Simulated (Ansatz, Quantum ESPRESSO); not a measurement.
# Al3Os (Pm-3m): zone-centre phonons

Aim: the zone-centre modes of Al3Os (Pm-3m).

Calculated with Quantum ESPRESSO 7.5; DFT PBE, scalar-relativistic, plane waves, SPMS norm-conserving pseudopotentials.

Report form: the programs' logs are mostly left out.

The structure was built from a prototype and need not be the compound's stable phase.

### Step 1. The structure

Symmetry: Pm-3m, No. 221, cubic system. Conventional cell: a = 3.938 Å, b = 3.938 Å, c = 3.938 Å, α = 90.00°, β = 90.00°, γ = 90.00°. Nearest to Os lie 12 Al at 2.78 Å. Nearest to Al lie 4 Os at 2.78 Å and 8 Al at 2.78 Å. Farther neighbours are not listed.

### Step 2. A probe with smearing

A cheap run with smearing and empty bands tells whether the crystal has a gap, which decides between fixed occupations and smearing later on.

probe.in reads:

```
&CONTROL
  calculation = 'scf'
  prefix      = 'x'
  outdir      = './tmp'
  pseudo_dir  = './pseudo'
  tprnfor     = .true.
  tstress     = .true.
  verbosity   = 'high'
/
&SYSTEM
  ibrav       = 1
  celldm(1)   = 7.44117726
  nat         = 4
  ntyp        = 2
  ecutwfc     = 60.0
  occupations = 'smearing'
  smearing    = 'gaussian'
  degauss     = 0.01
/
&ELECTRONS
  conv_thr         = 1.0d-07
  mixing_beta      = 0.7
  electron_maxstep = 100
/
ATOMIC_SPECIES
 Os    190.2300  Os.upf
 Al     26.9815  Al.upf
ATOMIC_POSITIONS crystal
 Os     0.000000000   0.000000000   0.000000000
 Al     0.000000000   0.500000000   0.500000000
 Al     0.500000000   0.000000000   0.500000000
 Al     0.500000000   0.500000000   0.000000000
K_POINTS automatic
 4 4 4 0 0 0
```

Command:

```
> OMP_NUM_THREADS=1 mpirun -n 4 pw.x -nk 4 -in probe.in > probe.out
```

It took 3.6 s on 4 MPI ranks of Arm Neoverse V2, shared host; 14 s of CPU time.

Numbers from this step:

| Quantity | Value |
| --- | --- |
| volume per atom | 15.26 Å³ |
| pressure | -7.755 GPa |
| gap on the k-mesh | 0 eV |

No gap opens on this mesh, so smearing is kept; the start stands at -7.8 GPa.

### Step 3. Relaxing the cell and atoms

The harmonic expansion starts where the forces on the atoms vanish, and stress shifts the frequencies, so cell and atoms are relaxed with tight thresholds.

relax.in reads:

```
&CONTROL
  calculation   = 'vc-relax'
  prefix        = 'x'
  outdir        = './tmp'
  pseudo_dir    = './pseudo'
  tprnfor       = .true.
  tstress       = .true.
  forc_conv_thr = 2.0d-05
  etot_conv_thr = 1.0d-07
  nstep         = 40
/
&SYSTEM
  ibrav       = 1
  celldm(1)   = 7.44117726
  nat         = 4
  ntyp        = 2
  ecutwfc     = 60.0
  occupations = 'smearing'
  smearing    = 'mv'
  degauss     = 0.02
/
&ELECTRONS
  conv_thr         = 1.0d-11
  mixing_beta      = 0.7
  electron_maxstep = 100
/
&IONS
/
&CELL
  press_conv_thr = 0.2
/
ATOMIC_SPECIES
 Os    190.2300  Os.upf
 Al     26.9815  Al.upf
ATOMIC_POSITIONS crystal
 Os     0.000000000   0.000000000   0.000000000
 Al     0.000000000   0.500000000   0.500000000
 Al     0.500000000   0.000000000   0.500000000
 Al     0.500000000   0.500000000   0.000000000
K_POINTS automatic
 8 8 8 0 0 0
```

Command:

```
> OMP_NUM_THREADS=1 mpirun -n 4 pw.x -nk 4 -in relax.in > relax.out
```

Run time: 46 s. Hardware: 4 MPI ranks.

Relaxation path:

```csv
step,energy less that of the first step (eV),largest force (eV/Å),pressure (GPa),volume (Å³)
1,0.0000,0.0000,-7.45,61.06
2,-0.0700,0.0000,-2.17,58.77
3,-0.0756,0.0000,0.20,57.87
4,-0.0756,0.0000,-0.01,57.95
5,-0.0756,0.0000,0.00,57.95
6,-0.0756,0.0000,0.00,57.95
```

| conventional cell, symmetrised | before | after | change |
| --- | --- | --- | --- |
| a (Å) | 3.938 | 3.870 | -1.7 % |
| b (Å) | 3.938 | 3.870 | -1.7 % |
| c (Å) | 3.938 | 3.870 | -1.7 % |
| volume (Å³/atom) | 15.26 | 14.49 | -5.1 % |

The relaxed structure:

```cif
data_structure
_symmetry_space_group_name_H-M 'P 1'
_symmetry_Int_Tables_number 1
_cell_length_a 3.8697
_cell_length_b 3.8697
_cell_length_c 3.8697
_cell_angle_alpha 90.000
_cell_angle_beta 90.000
_cell_angle_gamma 90.000
_cell_volume 57.95
loop_
_atom_site_label
_atom_site_type_symbol
_atom_site_fract_x
_atom_site_fract_y
_atom_site_fract_z
_atom_site_occupancy
Os1 Os 0.00000 0.00000 0.00000 1
Al2 Al 0.00000 0.50000 0.50000 1
Al3 Al 0.50000 0.00000 0.50000 1
Al4 Al 0.50000 0.50000 0.00000 1
```

The last row of the table of steps is pw.x's closing run on a basis chosen anew for the final cell, so its energy can jump.

This step gave:

| Quantity | Value |
| --- | --- |
| volume per atom | 14.49 Å³ |
| pressure | -0.001 GPa |

The volume changes by -5.1 % from the cell with which this run began.

### Step 4. Self-consistent run for the response

The response is built on this ground state, so it is converged far tighter than an energy would need. Smearing stays on, as the first look found no gap above 0.3 eV.

scf.in reads:

```
&CONTROL
  calculation = 'scf'
  prefix      = 'x'
  outdir      = './tmp'
  pseudo_dir  = './pseudo'
  tprnfor     = .true.
  tstress     = .true.
/
&SYSTEM
  ibrav       = 1
  celldm(1)   = 7.31270425
  nat         = 4
  ntyp        = 2
  ecutwfc     = 60.0
  occupations = 'smearing'
  smearing    = 'mv'
  degauss     = 0.02
/
&ELECTRONS
  conv_thr         = 1.0d-12
  mixing_beta      = 0.7
  electron_maxstep = 100
/
ATOMIC_SPECIES
 Os    190.2300  Os.upf
 Al     26.9815  Al.upf
ATOMIC_POSITIONS crystal
 Os     0.000000000   0.000000000   0.000000000
 Al     0.000000000   0.500000000   0.500000000
 Al     0.500000000   0.000000000   0.500000000
 Al     0.500000000   0.500000000   0.000000000
K_POINTS automatic
 8 8 8 0 0 0
```

Command:

```
> OMP_NUM_THREADS=1 mpirun -n 4 pw.x -nk 4 -in scf.in > scf.out
```

It took 10 s on 4 MPI ranks.

The cell stands at -0.001 GPa, close enough for phonons.

### Step 5. Zone-centre response

At q = 0 one unit cell holds all displacements; symmetry groups them into irreducible representations that are solved one by one. With smeared occupations no response to a homogeneous field can be asked.

ph.in reads:

```
phonons
&INPUTPH
  prefix       = 'x'
  outdir       = './tmp'
  fildyn       = 'g.dyn'
  tr2_ph       = 1.0d-18
  alpha_mix(1) = 0.4
  nmix_ph      = 8
/
0.000000000000 0.000000000000 0.000000000000
```

Command:

```
> OMP_NUM_THREADS=1 mpirun -n 4 ph.x -nk 4 -in ph.in > ph.out
```

Elapsed: 4.1 min, on 4 MPI ranks; 17 min of CPU time.

Numbers from this step:

```
largest acoustic frequency at the zone centre before the sum rule : 1.11 cm⁻¹
highest optical zone-centre mode (no LO-TO term)                  : 366.9 cm⁻¹
lowest optical zone-centre mode                                   : 145.1 cm⁻¹
```

The acoustic modes at Γ come out as far as 1.1 cm⁻¹ from zero, where they should vanish, a small numerical error.

### Step 6. Modes with the sum rule

A rigid shift of the crystal must cost nothing, but grids and finite bases break this; the acoustic sum rule is imposed before the matrix is diagonalised again.

dynmat.in reads:

```
&INPUT
  fildyn = 'g.dyn'
  asr    = 'simple'
  fileig = 'dynmat.eig'
/
```

Command:

```
> dynmat.x -in dynmat.in > dynmat.out
```

Wall time 0.47 s (1 thread).

Unit eigenvectors of the mass-weighted matrix after the sum rule; no LO-TO term. The modes at Γ (shares of kinetic energy by element, %):

```
mode  frequency (cm⁻¹)  symmetry  Os %  Al %
   1               0.0  acoustic    70    30
   2               0.0  acoustic    70    30
   3               0.0  acoustic    70    30
   4             145.1       T1u    30    70
   5             145.1       T1u    30    70
   6             145.1       T1u    30    70
   7             238.7       T2u     0   100
   8             238.7       T2u     0   100
   9             238.7       T2u     0   100
  10             366.9       T1u     0   100
  11             366.9       T1u     0   100
  12             366.9       T1u     0   100
```

Displacements in mode 5 (145.1 cm⁻¹), the largest set to 1:
```
Os1  0.38 -0.01  0.00
Al2 -1.00  0.02 -0.01
Al3 -0.86  0.02 -0.01
Al4 -0.86  0.02 -0.01
```

Displacements in mode 12 (366.9 cm⁻¹), the largest set to 1:
```
Os1  0.00  0.00  0.02
Al2  0.00  0.00 -0.56
Al3  0.00  0.00 -0.56
Al4  0.00  0.00  1.00
```

The rule moves no optical mode by more than 0.1 cm⁻¹.

### Step 7. Sum rules set otherwise: a sum rule for molecules or wires on a crystal

This rule also removes rotations, which suits wires and not a crystal; it is tried to see the harm.

dynmat.in reads:

```
&INPUT
  fildyn = 'g.dyn'
  asr    = 'one-dim'
  fileig = 'dynmat.eig'
/
```

Command:

```
> dynmat.x -in dynmat.in > dynmat.out
```

Elapsed: 0.47 s, on 1 thread.

The run ended normally, but on settings that are not sound.

The fault: a sum rule for molecules or wires on a crystal; 1 optical mode is projected out to zero frequency, as if it were a rotation.

For a crystal the rule has to be 'simple' or 'crystal'.

Zone-centre frequencies as printed; negative means imaginary. Modes:

```
mode  frequency (cm⁻¹)
   1                 0
   2                 0
   3                 0
   4                 0
   5             145.1
   6             145.1
   7             187.5
   8             238.7
   9             238.7
  10             346.9
  11             366.9
  12             366.9
```

### Step 8. Sum rules set otherwise (asr crystal)

The rule can be imposed in more than one way; the choices should agree where the raw error is small.

dynmat.in reads:

```
&INPUT
  fildyn = 'g.dyn'
  asr    = 'crystal'
  fileig = 'dynmat.eig'
/
```

Command:

```
> dynmat.x -in dynmat.in > dynmat.out
```

Wall time 0.47 s (1 thread).

Zone-centre frequencies as printed; negative means imaginary. Modes:

| mode | frequency (cm⁻¹) |
| --- | --- |
| 1 | 0 |
| 2 | 0 |
| 3 | 0 |
| 4 | 145.1 |
| 5 | 145.1 |
| 6 | 145.1 |
| 7 | 238.7 |
| 8 | 238.7 |
| 9 | 238.7 |
| 10 | 366.9 |
| 11 | 366.9 |
| 12 | 366.9 |

Against the first rule no mode moves by more than 0.1 cm⁻¹.

### Step 9. The same in Ansatz

The same cell goes through another code, with its own cutoff. It uses its own PAW datasets, so the potentials differ. Its k mesh is centred on Γ.

This step: DFT PBE, scalar-relativistic, plane waves, PAW (Ansatz 0.2.0).

input.yaml reads:

```yaml
crystal:
  lattice:
    - [3.8697164382, 0.0, 0.0]
    - [0.0, 3.8697164382, 0.0]
    - [0.0, 0.0, 3.8697164382]
  atoms:
    - { symbol: Os, position: [0.0, 0.0, 0.0] }
    - { symbol: Al, position: [0.0, 0.5, 0.5] }
    - { symbol: Al, position: [0.5, 0.0, 0.5] }
    - { symbol: Al, position: [0.5, 0.5, 0.0] }
kpoints:
  mp_grid: { grid: [8, 8, 8] }
hamiltonian:
  xc: pbe
scf:
  occupations: { method: cold, width: 0.27211 }
output:
  eigenvalues: true
phonons:
  method: dfpt
```

Command:

```
> ansatz run input.yaml --threads 4 --pin off --max-ram 8192MiB --backend cpu --events-out ev --progress --plain --runs-dir out
```

Run time: 11 s. Hardware: 4 threads; peak memory 0.65 GiB; 40 s of CPU time.

Numbers from this step:

```
sum-rule residual before enforcement             : 9.73e-5 eV/Å²
highest optical zone-centre mode (no LO-TO term) : 365.8 cm⁻¹
lowest optical zone-centre mode                  : 144.4 cm⁻¹
```

### Step 10. Side by side: QE SPMS and Ansatz, PAW

Worked out from the results:

```
root-mean-square difference : 1.03 cm⁻¹
largest difference          : 1.23 cm⁻¹
```

Frequencies side by side, by row:

```
q (reciprocal lattice)  mode  QE SPMS (cm⁻¹)  Ansatz, PAW (cm⁻¹)
                 0 0 0     1               0                   0
                 0 0 0     2               0                   0
                 0 0 0     3               0                   0
                 0 0 0     4           145.1               144.4
                 0 0 0     5           145.1               144.4
                 0 0 0     6           145.1               144.4
                 0 0 0     7           238.7               237.5
                 0 0 0     8           238.7               237.5
                 0 0 0     9           238.7               237.5
                 0 0 0    10           366.9               365.8
                 0 0 0    11           366.9               365.8
                 0 0 0    12           366.9               365.8
```

At the zone centre the largest difference (acoustic modes at Γ apart) is 0.3 % of the highest mode.

### Step 11. Results

* space group after relaxation: Pm-3m
* volume per atom: 14.5 Å³
* highest optical zone-centre mode (no LO-TO term): 366.9 cm⁻¹
* lowest optical zone-centre mode: 145.1 cm⁻¹
* imaginary optical modes at the zone centre (no q mesh in this session): none
* largest difference from Ansatz, PAW: 1.23 cm⁻¹

**Reading.** At the PBE level the optical modes of Al3Os (Pm-3m) at the zone centre run from 145 to 367 cm⁻¹. Of the 9 optical modes, 6 are infrared active alone and 3 are silent. QE SPMS and Ansatz, PAW differ by 1.0 cm⁻¹ in the root mean square and by 1.2 cm⁻¹ at most, 0.3 % of the highest mode compared (acoustic modes at Γ left out); the two use different potentials, and the cell was not relaxed for the second set. These are harmonic frequencies at zero temperature: anharmonic shifts and linewidths and thermal expansion are left out. Spin-orbit coupling is left out, which can matter for the heavy elements here. In a metal the frequencies hang on the k mesh and the smearing, most of all near Kohn anomalies. The runs are without spin polarisation, although the cell has an odd electron count or an open d or f shell, so a magnetic state was not tested. The structure is a hypothetical one, built on a prototype.

[Host names and launcher messages were left out of these logs when they were recorded.]

[Logs are printed without paths, hosts, clocks, repeated set-up lines and the standing remarks that a program may print on its own settings, such as how far it seeks lower states.]

[Hosts, paths, dates, database ids (printed as entryN), source tags and the programs' standing remarks are cut or masked in the printed files.]
